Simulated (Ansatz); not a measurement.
# AlAs wire along [110], 6 atoms a period, H-terminated: bands under strain

Aim: is the AlAs wire along [110], 6 atoms a period, H-terminated a metal or a semiconductor?

Method: DFT PBE, plane waves, PAW; relaxation of a wire's period, in the first sound run; inputs show where later runs differ, in Ansatz 0.2.0.

### 1. Set-up

The cell holds 14 atoms: 3 As, 8 H and 3 Al. Its edges and angles: a = 12.899 Å, b = 13.416 Å, c = 4.052 Å, α = 90.0°, β = 90.0°, γ = 90.0°. Vacuum lies along a and b. The structure's axis is c.

### 2. The relaxed wire

Band widths follow the bond lengths, so the wire is relaxed first. The atoms and the third cell vector are free; the box across stays fixed as vacuum. A Fermi-Dirac smearing is set since the result may be a metal. The pressure printed is a third of the stress's trace over the whole box, vacuum included; only the stress along the axis is relaxed.

Input file input.yaml:

```yaml
crystal:
  lattice:
    - [12.899, 0.0, 0.0]
    - [0.0, 13.416, 0.0]
    - [0.0, 0.0, 4.0517218562]
  atoms:
    - { symbol: As, position: [0.444913553, 0.348978804, 0.0] }
    - { symbol: H, position: [0.514290475, 0.25464594, 0.0] }
    - { symbol: Al, position: [0.555968674, 0.499982153, 0.0] }
    - { symbol: H, position: [0.263586325, 0.253428742, 0.5] }
    - { symbol: H, position: [0.263586325, 0.444528866, 0.5] }
    - { symbol: H, position: [0.263586325, 0.746535564, 0.5] }
    - { symbol: H, position: [0.263586325, 0.555435439, 0.5] }
    - { symbol: Al, position: [0.333858433, 0.348978804, 0.5] }
    - { symbol: Al, position: [0.333858433, 0.650985502, 0.5] }
    - { symbol: As, position: [0.667023794, 0.499982153, 0.5] }
    - { symbol: H, position: [0.736400716, 0.405649289, 0.5] }
    - { symbol: H, position: [0.736400716, 0.594315016, 0.5] }
    - { symbol: As, position: [0.444913553, 0.650985502, 0.0] }
    - { symbol: H, position: [0.514290475, 0.745318365, 0.0] }
kpoints:
  mp_grid: { grid: [1, 1, 20] }
scf:
  occupations: { method: fermi_dirac, width: 0.05 }
hamiltonian:
  xc: pbe
relax:
  cell: { fix: [a, b, alpha, beta, gamma] }
  max_steps: 45
  f_tol: 0.03
```

Run with:

```sh
ansatz run input.yaml --threads 4 --pin off --max-ram 16384MiB --backend cpu --events-out ev --progress --plain --runs-dir out
```

Numbers of over 12 decimals in the logs are rounded to 6 here.

The log of the run:

```text
Engine: ansatz 0.2.0, aarch64-unknown-linux-gnu
Pseudopotentials: kind: paw
Pseudopotential: As, paw, valence charge 15, recommended cutoff 420 eV (normal), As.paw.azcp
Pseudopotential: H, paw, valence charge 1, recommended cutoff 420 eV (normal), H.paw.azcp
Pseudopotential: Al, paw, valence charge 3, recommended cutoff 420 eV (normal), Al.paw.azcp
Functional definition: PBE
  parameter kappa = 0.804
  parameter beta = 0.066725
  exchange = pbe_x(kappa = kappa, mu = beta*pi^2/3)
  correlation = pbe_c(beta = beta)
Crystal: 14 atoms, lattice volume = 701.163 Å³
Basis set: ecut = 420 eV, 13731 PW (Γ), exchange–correlation on 180×180×60 points (8 copies of the dense FFT grid, shifted against one another)
Bands: 45, of which v1, the nominal top of the filled ones, is band 31 counted from 1 (30 counted from 0)
Symmetry: 4 space group operations
Space group: Pmm2 (ITA 25), of the structure as read, at distance tolerance 8.9e-5 Å
k-points: 11 of 20
Non-local potential: As, projectors of the file, l = 0: 2, l = 1: 2, l = 2: 3, l = 3: 1
Non-local potential: H, projectors of the file, l = 0: 2, l = 1: 1
Non-local potential: Al, projectors of the file, l = 0: 2, l = 1: 2, l = 2: 1
PAW form: soft (Blöchl's): semilocal exchange-correlation on the pseudo side does not see the compensation charge
PAW one-centre angular grid: As, 590 points (default); XC on 64 Gauss nodes
PAW one-centre angular grid: H, 110 points (default); XC on 64 Gauss nodes
PAW one-centre angular grid: Al, 110 points (default); XC on 64 Gauss nodes
Initial density: superposition of atomic densities (neutral atoms: chi_scale 0, normalization atom), corrected by the library's trained network
Initial wavefunctions: pseudopotential atomic-orbital guess
Functional: x = pbe(κ = 0.804, μ = 0.219515), c = pbe(β = 0.066725)
SCF iter   1: F=—  HF=-16306.748463 eV  |F-HF|=—  |Δ(HF+E_count)|=         —  Δρ=3.58e-3  dr2=5.24e-1  ethr=1.77e-3  ⟨swp⟩=8.3  Hψ=2559  notcnv=0  defer=7
preconditioner: auto → Resta (q_TF=auto, 1.821 Å⁻¹)  ε∞=1.8  [insulator: Δε(μ)=2.659 eV  Ē_g=9.111 eV  σ=0.050 eV  W_gap=1.00  n_scr=66 (ndim 8)  ℏωp=7.9 eV  f_vac=0.632  D(μ)=0.00/eV (n_scr^D=0)  ε∞_Penn≈1.8  vacuum switching on, ρ_ref=6.0e-3 e/Å³]
SCF iter   2: F=—  HF=-16306.585132 eV  |F-HF|=—  |Δ(HF+E_count)|=   1.63e-1  Δρ=1.67e-3  dr2=4.06e-2  ethr=8.46e-4  ⟨swp⟩=3.2  Hψ=751  notcnv=0  defer=87
SCF iter   3: F=—  HF=-16306.580703 eV  |F-HF|=—  |Δ(HF+E_count)|=   4.43e-3  Δρ=7.48e-4  dr2=6.13e-3  ethr=6.55e-5  ⟨swp⟩=2.3  Hψ=751  notcnv=0  defer=82
SCF iter   4: F=—  HF=-16306.582492 eV  |F-HF|=—  |Δ(HF+E_count)|=   1.79e-3  Δρ=2.97e-4  dr2=1.24e-3  ethr=9.89e-6  ⟨swp⟩=2.0  Hψ=549  notcnv=0  defer=82
SCF iter   5: F=—  HF=-16306.583062 eV  |F-HF|=—  |Δ(HF+E_count)|=   5.69e-4  Δρ=6.78e-5  dr2=5.62e-5  ethr=1.99e-6  ⟨swp⟩=2.0  Hψ=606  notcnv=0  defer=82
SCF iter   6: F=—  HF=-16306.583169 eV  |F-HF|=—  |Δ(HF+E_count)|=   1.08e-4  Δρ=1.90e-5  dr2=3.24e-6  ethr=9.06e-8  ⟨swp⟩=2.0  Hψ=729  notcnv=0  defer=82
SCF iter   7: F=—  HF=-16306.583172 eV  |F-HF|=—  |Δ(HF+E_count)|=   2.49e-6  Δρ=6.21e-6  dr2=2.84e-7  ethr=5.23e-9  ⟨swp⟩=2.0  Hψ=571  notcnv=0  defer=82
SCF iter   8: F=-16306.583172 eV  HF=-16306.583172 eV  |F-HF|=7.53e-9  |Δ(HF+E_count)|=   3.34e-7  Δρ=1.74e-6  dr2=3.25e-8  ethr=1.61e-10  ⟨swp⟩=4.1  Hψ=1398  notcnv=0
SCF 1 converged in 8 iterations: F = -16306.583172 eV  dr2 = 3.25e-8
  greatest PAW one-centre occupation: 0.999 electrons in one spin orbital (limit 2), on the As atom at site 9 (counted from 0), in its partial waves of l = 2
relax step   1: F+E_penalty+E_count = -16306.58317209 eV  Δ(F+E_penalty+E_count) = +0.000e0 eV  max|allowed force component| = 7.044e-1 eV/Å  Δτ_max = 0.0000 Å  P = +0.431 GPa  Ω = 701.163 Å³  fix = [a, b, alpha, beta, gamma]  reactions: a +0.026, b +0.502 GPa  (8 SCF iters, dr2 threshold 1.00e-7 eV, accepted)
Crystal: 14 atoms, lattice volume = 705.302 Å³
Basis set: ecut = 420 eV, 13831 PW (Γ), exchange–correlation on 180×180×60 points (8 copies of the dense FFT grid, shifted against one another)
Initial density: handed on by an earlier stage of this run
Initial wavefunctions: those handed on with the density
iter 1 solved again at ethr=5.23e-4 eV; its pass at ethr=3.10e-3 eV (dr2=3.24e-1 eV) is discarded
SCF iter   1: F=—  HF=-16307.192232 eV  |F-HF|=—  |Δ(HF+E_count)|=         —  Δρ=7.52e-3  dr2=3.26e-1  ethr=5.23e-4  ⟨swp⟩=2.2  Hψ=2379  notcnv=0
preconditioner: auto → Resta (q_TF=auto, 1.819 Å⁻¹)  ε∞=1.8  [insulator: Δε(μ)=2.175 eV  Ē_g=9.089 eV  σ=0.050 eV  W_gap=1.00  n_scr=66 (ndim 8)  ℏωp=7.9 eV  f_vac=0.634  D(μ)=0.00/eV (n_scr^D=0)  ε∞_Penn≈1.8  vacuum switching on, ρ_ref=6.0e-3 e/Å³]
SCF iter   2: F=—  HF=-16307.125649 eV  |F-HF|=—  |Δ(HF+E_count)|=   6.66e-2  Δρ=3.54e-3  dr2=6.52e-2  ethr=5.23e-4  ⟨swp⟩=3.0  Hψ=748  notcnv=0
SCF iter   3: F=—  HF=-16307.116482 eV  |F-HF|=—  |Δ(HF+E_count)|=   9.17e-3  Δρ=6.56e-4  dr2=8.14e-3  ethr=1.05e-4  ⟨swp⟩=2.5  Hψ=770  notcnv=0  defer=49
SCF iter   4: F=—  HF=-16307.114733 eV  |F-HF|=—  |Δ(HF+E_count)|=   1.75e-3  Δρ=1.66e-4  dr2=2.41e-4  ethr=1.31e-5  ⟨swp⟩=2.0  Hψ=576  notcnv=0  defer=49
SCF iter   5: F=—  HF=-16307.114856 eV  |F-HF|=—  |Δ(HF+E_count)|=   1.23e-4  Δρ=4.06e-5  dr2=2.05e-5  ethr=3.88e-7  ⟨swp⟩=2.0  Hψ=556  notcnv=0  defer=49
SCF iter   6: F=—  HF=-16307.114862 eV  |F-HF|=—  |Δ(HF+E_count)|=   5.94e-6  Δρ=1.52e-5  dr2=3.85e-6  ethr=3.31e-8  ⟨swp⟩=2.0  Hψ=753  notcnv=0  defer=48
SCF iter   7: F=-16307.114862 eV  HF=-16307.114862 eV  |F-HF|=1.84e-7  |Δ(HF+E_count)|=   4.65e-7  Δρ=4.30e-6  dr2=1.74e-7  ethr=2.26e-9  ⟨swp⟩=4.9  Hψ=1435  notcnv=0
SCF 2 converged in 7 iterations: F = -16307.114862 eV  dr2 = 1.74e-7
relax step   2: F+E_penalty+E_count = -16307.11486242 eV  Δ(F+E_penalty+E_count) = -5.317e-1 eV  max|allowed force component| = 4.899e-1 eV/Å  Δτ_max = 0.1948 Å  P = +0.293 GPa  Ω = 705.302 Å³  energy of the carried Pulay correction = -7.155e-4 eV  fix = [a, b, alpha, beta, gamma]  reactions: a -0.075, b +0.524 GPa  (7 SCF iters, dr2 threshold 1.40e-6 eV, accepted)
Crystal: 14 atoms, lattice volume = 709.539 Å³
Basis set: ecut = 420 eV, 13863 PW (Γ), exchange–correlation on 180×180×60 points (8 copies of the dense FFT grid, shifted against one another)
iter 1 solved again at ethr=3.68e-4 eV; its pass at ethr=3.10e-3 eV (dr2=2.28e-1 eV) is discarded
SCF iter   1: F=—  HF=-16307.379629 eV  |F-HF|=—  |Δ(HF+E_count)|=         —  Δρ=5.94e-3  dr2=2.30e-1  ethr=3.68e-4  ⟨swp⟩=2.4  Hψ=2201  notcnv=0
[...]
relax step   5: F+E_penalty+E_count = -16307.51979458 eV  Δ(F+E_penalty+E_count) = -8.080e-2 eV  max|allowed force component| = 6.972e-2 eV/Å  Δτ_max = 0.2000 Å  P = +0.034 GPa  Ω = 720.819 Å³  energy of the carried Pulay correction = -3.360e-3 eV  fix = [a, b, alpha, beta, gamma]  reactions: a -0.045, b +0.142 GPa  (6 SCF iters, dr2 threshold 1.40e-6 eV, accepted)
relax step   6: F+E_penalty+E_count = -16307.53063296 eV  Δ(F+E_penalty+E_count) = -1.084e-2 eV  max|allowed force component| = 2.896e-1 eV/Å  Δτ_max = 0.2000 Å  P = -0.037 GPa  Ω = 722.888 Å³  energy of the carried Pulay correction = -3.709e-3 eV  fix = [a, b, alpha, beta, gamma]  reactions: a -0.077, b -0.021 GPa  (7 SCF iters, dr2 threshold 3.04e-7 eV, accepted)
relax step   7: F+E_penalty+E_count = -16307.56327983 eV  Δ(F+E_penalty+E_count) = -3.265e-2 eV  max|allowed force component| = 3.321e-2 eV/Å  Δτ_max = 0.1182 Å  P = -0.006 GPa  Ω = 722.641 Å³  energy of the carried Pulay correction = -3.667e-3 eV  fix = [a, b, alpha, beta, gamma]  reactions: a -0.029, b +0.003 GPa  (6 SCF iters, dr2 threshold 1.40e-6 eV, accepted)
relax step   8: F+E_penalty+E_count = -16307.56628617 eV  Δ(F+E_penalty+E_count) = -3.006e-3 eV  max|allowed force component| = 6.244e-3 eV/Å  Δτ_max = 0.0673 Å  P = -0.001 GPa  Ω = 722.450 Å³  energy of the carried Pulay correction = -3.635e-3 eV  fix = [a, b, alpha, beta, gamma]  reactions: a -0.036, b +0.030 GPa  (7 SCF iters, dr2 threshold 6.89e-8 eV, accepted)
relax step   9: F+E_penalty+E_count = -16307.56480098 eV  Δ(F+E_penalty+E_count) = +1.485e-3 eV  max|allowed force component| = 1.476e-1 eV/Å  Δτ_max = 0.1391 Å  P = -0.100 GPa  Ω = 723.257 Å³  energy of the carried Pulay correction = -3.771e-3 eV  fix = [a, b, alpha, beta, gamma]  (10 SCF iters, rejected (line search))
relax step  10: F+E_penalty+E_count = -16307.56780371 eV  Δ(F+E_penalty+E_count) = -1.518e-3 eV  max|allowed force component| = 1.192e-2 eV/Å  Δτ_max = 0.0679 Å  P = -0.003 GPa  Ω = 722.635 Å³  energy of the carried Pulay correction = -3.666e-3 eV  fix = [a, b, alpha, beta, gamma]  reactions: a -0.032, b +0.024 GPa  (10 SCF iters, accepted)
relax step  11: F+E_penalty+E_count = -16307.56795944 eV  Δ(F+E_penalty+E_count) = -1.557e-4 eV  max|allowed force component| = 2.675e-2 eV/Å  Δτ_max = 0.0656 Å  P = -0.016 GPa  Ω = 722.865 Å³  energy of the carried Pulay correction = -3.705e-3 eV  fix = [a, b, alpha, beta, gamma]  reactions: a -0.061, b +0.012 GPa  (9 SCF iters, accepted)
Initial wavefunctions: pseudopotential atomic-orbital guess (no wavefunctions were taken with the density)
iter 1 solved again at ethr=3.97e-7 eV; its pass at ethr=3.10e-3 eV (dr2=2.46e-4 eV) is discarded
SCF iter   1: F=—  HF=-16307.568957 eV  |F-HF|=—  |Δ(HF+E_count)|=         —  Δρ=8.27e-5  dr2=2.46e-6  ethr=3.97e-7  ⟨swp⟩=3.2  Hψ=3955  notcnv=0
preconditioner: auto → Resta (q_TF=auto, 1.812 Å⁻¹)  ε∞=1.7  [insulator: Δε(μ)=2.679 eV  Ē_g=9.123 eV  σ=0.050 eV  W_gap=1.00  n_scr=70 (ndim 8)  ℏωp=7.8 eV  f_vac=0.627  D(μ)=0.00/eV (n_scr^D=0)  ε∞_Penn≈1.7  vacuum switching on, ρ_ref=6.0e-3 e/Å³]
SCF iter   2: F=—  HF=-16307.571462 eV  |F-HF|=—  |Δ(HF+E_count)|=   2.51e-3  Δρ=4.18e-5  dr2=6.47e-7  ethr=3.96e-9  ⟨swp⟩=3.5  Hψ=1028  notcnv=0
SCF iter   3: F=—  HF=-16307.572526 eV  |F-HF|=—  |Δ(HF+E_count)|=   1.06e-3  Δρ=4.80e-6  dr2=7.24e-8  ethr=1.04e-9  ⟨swp⟩=3.0  Hψ=812  notcnv=0
SCF iter   4: F=—  HF=-16307.572545 eV  |F-HF|=—  |Δ(HF+E_count)|=   1.91e-5  Δρ=8.54e-7  dr2=4.92e-9  ethr=1.17e-10  ⟨swp⟩=2.2  Hψ=783  notcnv=0
SCF iter   5: F=—  HF=-16307.572545 eV  |F-HF|=—  |Δ(HF+E_count)|=   1.39e-7  Δρ=2.93e-7  dr2=6.34e-10  ethr=7.93e-12  ⟨swp⟩=2.0  Hψ=834  notcnv=0
SCF iter   6: F=-16307.572545 eV  HF=-16307.572545 eV  |F-HF|=1.64e-11  |Δ(HF+E_count)|=   5.63e-8  Δρ=7.87e-8  dr2=8.27e-11  ethr=1.00e-12  ⟨swp⟩=5.0  Hψ=1652  notcnv=0
SCF 12 converged in 6 iterations: F = -16307.572545 eV  dr2 = 8.27e-11
relax step  12: F+E_penalty+E_count = -16307.57254505 eV  Δ(F+E_penalty+E_count) = -4.586e-3 eV  max|allowed force component| = 2.661e-2 eV/Å  Δτ_max = 0.0000 Å  P = -0.010 GPa  Ω = 722.865 Å³  fix = [a, b, alpha, beta, gamma]  reactions: a -0.058, b +0.015 GPa  stress off target by 1.30e-2 GPa on what of the cell is left free  SCF on the basis re-selected at this cell (its energy is not comparable with the rows above)  (6 SCF iters)
basis re-selected at this cell: Δ(F+E_penalty+E_count) = -4.586e-3 eV, ΔP = +0.006 GPa vs the last step (what re-selecting the basis moved, of the pressure what is left beyond the Pulay correction that the steps carried, after the strain that the cell walked since its last selection, with what the two solves' SCF thresholds leave and, on support functions, any second-order correction that the steps lacked; it is no m [...]
SCF converged after 6 iterations
Free energy (F): -16307.572545 eV
Harris-Foulkes:  -16307.572545 eV  (|F-HF|=1.64e-11)
Internal energy: -16307.572545 eV  (E = F + TS)
E sigma→0 (E₀):  -16307.572545 eV
Fermi energy:    -2.215665 eV
--- Per-component energies (eV) ---
  E_band       = -1373.921948
  E_kinetic    = 478.698698
  E_local      = -17037.419233  (includes V_loc(G=0)·N_el)
  E_nonlocal   = -1966.026800
  E_hartree    = 8442.194583
  E_xc         = -423.088443
  E_vxc        = -409.508160  (∫ρ·V_xc dr)
  E_paw        = -6914.458059  (= ΣΔE_a)
  E_vpaw       = 675.953578  (= ΣTr[D̂ρ^β])
  E_aug_tail   = -0.009423  (compensation charges beyond the density's cutoff)
  E_ewald      = 1112.536132
  E_smearing   = -0.000000  (= −TS)
  E_closure    = -0.000000  (closes the sum)
  Σ components = -16307.572545   (vs F -16307.572545, Δ=0.00e0)
--- Forces (eV/Å), atoms counted from 1 ---
  atom   1  As     0.01885005     0.00970546    -0.00000000
  atom   2  H     -0.01491179    -0.01388752     0.00000000
  atom   3  Al    -0.02660527    -0.00000000     0.00000000
  atom   4  H     -0.00629905     0.01414045     0.00000000
  atom   5  H      0.00700056    -0.01170120    -0.00000000
  atom   6  H     -0.00629905    -0.01414045     0.00000000
  atom   7  H      0.00700056     0.01170120    -0.00000000
  atom   8  Al     0.00924003    -0.00767873    -0.00000000
  atom   9  Al     0.00924003     0.00767873    -0.00000000
  atom  10  As    -0.00099492    -0.00000000     0.00000000
  atom  11  H     -0.00007941     0.00001868     0.00000000
  atom  12  H     -0.00007941    -0.00001868     0.00000000
  atom  13  As     0.01885005    -0.00970546    -0.00000000
  atom  14  H     -0.01491179     0.01388752     0.00000000
  max |Σ_I F_I| component: 6.05e-7 eV/Å
--- Stress (GPa, compression-positive) ---
       -0.058258      -0.000000       0.000000
       -0.000000       0.014671       0.000000
        0.000000       0.000000       0.013033
  P = ⅓ Tr σ = -0.0102 GPa (-0.102 kbar)
--- Relaxed structure (11 steps of the walk, 10 accepted, 1 SCFs on fresh bases) ---
  F+E_penalty+E_count = -16307.57254505 eV   max|allowed force component| = 2.661e-2 eV/Å   (the final SCF, on the basis selected at the relaxed cell)
  cell:  # Å, volume = 722.8645 Å³
    - [12.899, 0.0, 0.0]
    - [0.0, 13.416, 0.0]
    - [0.0, 0.0, 4.177128]
  atoms:
    - { symbol: As, position: [0.437077, 0.343052, 0.0] }
    - { symbol: H, position: [0.529873, 0.272753, 0.0] }
    - { symbol: Al, position: [0.532147, 0.499982, 0.0] }
    - { symbol: H, position: [0.322603, 0.183065, 0.5] }
    - { symbol: H, position: [0.239077, 0.378115, 0.5] }
    - { symbol: H, position: [0.322603, 0.816899, 0.5] }
    - { symbol: H, position: [0.239077, 0.621849, 0.5] }
    - { symbol: Al, position: [0.333547, 0.301479, 0.5] }
    - { symbol: Al, position: [0.333547, 0.698485, 0.5] }
    - { symbol: As, position: [0.641871, 0.499982, 0.5] }
    - { symbol: H, position: [0.718946, 0.414547, 0.5] }
    - { symbol: H, position: [0.718946, 0.585418, 0.5] }
    - { symbol: As, position: [0.437077, 0.656913, 0.0] }
    - { symbol: H, position: [0.529873, 0.727211, 0.0] }
```

The job ended after 92 s (4 threads of Arm Neoverse V1, shared host; peak memory 1.2 GiB).

The steps of the relaxation:

```tsv
step	energy less that of the first step (eV)	largest force component (eV/Å)	pressure (GPa)	volume (Å³)
1	0.0000	0.7044	0.43	701.16
2	-0.5317	0.4899	0.29	705.30
3	-0.7362	0.1774	0.14	709.54
4	-0.8558	0.1545	0.05	718.33
5	-0.9366	0.0697	0.03	720.82
6	-0.9475	0.2896	-0.04	722.89
7	-0.9801	0.0332	-0.01	722.64
8	-0.9831	0.0062	0.00	722.45
9	-0.9816	0.1476	-0.10	723.26
10	-0.9846	0.0119	0.00	722.63
11	-0.9848	0.0267	-0.02	722.86
12*	-0.9894	0.0266	-0.01	722.86
```

Relaxation steps marked * repeat the geometry before them on a plane-wave basis chosen anew for their cell, so energy and pressure can jump there. Relaxation step 9 was tried and not accepted.

Forces are held to the 4 operations that the run works with; a distortion that breaks them can't arise in this run.

```tsv
cell as run	before	after	change
c (Å)	4.052	4.177	+3.1 %
```

The atoms that moved most (Å, along periodic axes as changes of fractional coordinates times the final cell, across vacuum about the mean position):

```tsv
atom	dx	dy	dz	length
H4	0.761	-0.944	0.000	1.213
H6	0.761	0.944	0.000	1.213
H7	-0.316	0.891	0.000	0.945
H5	-0.316	-0.891	0.000	0.945
Al8	-0.004	-0.637	0.000	0.637
Al9	-0.004	0.637	0.000	0.637
As10	-0.324	0.000	0.000	0.324
H2	0.201	0.243	0.000	0.315
```

This step gave:

```yaml
cell_length_along_the_wire: 4.177 Å
```

The cell's length comes to 4.177 Å with spin left out.

(Continued in part 2 of 3.)

[Logs are printed without paths, hosts, clocks, repeated set-up lines and the standing remarks that a program may print on its own settings, such as how far it seeks lower states.]

[Hosts, paths, dates, database ids (printed as entryN), source tags and the programs' standing remarks are cut or masked in the printed files.]
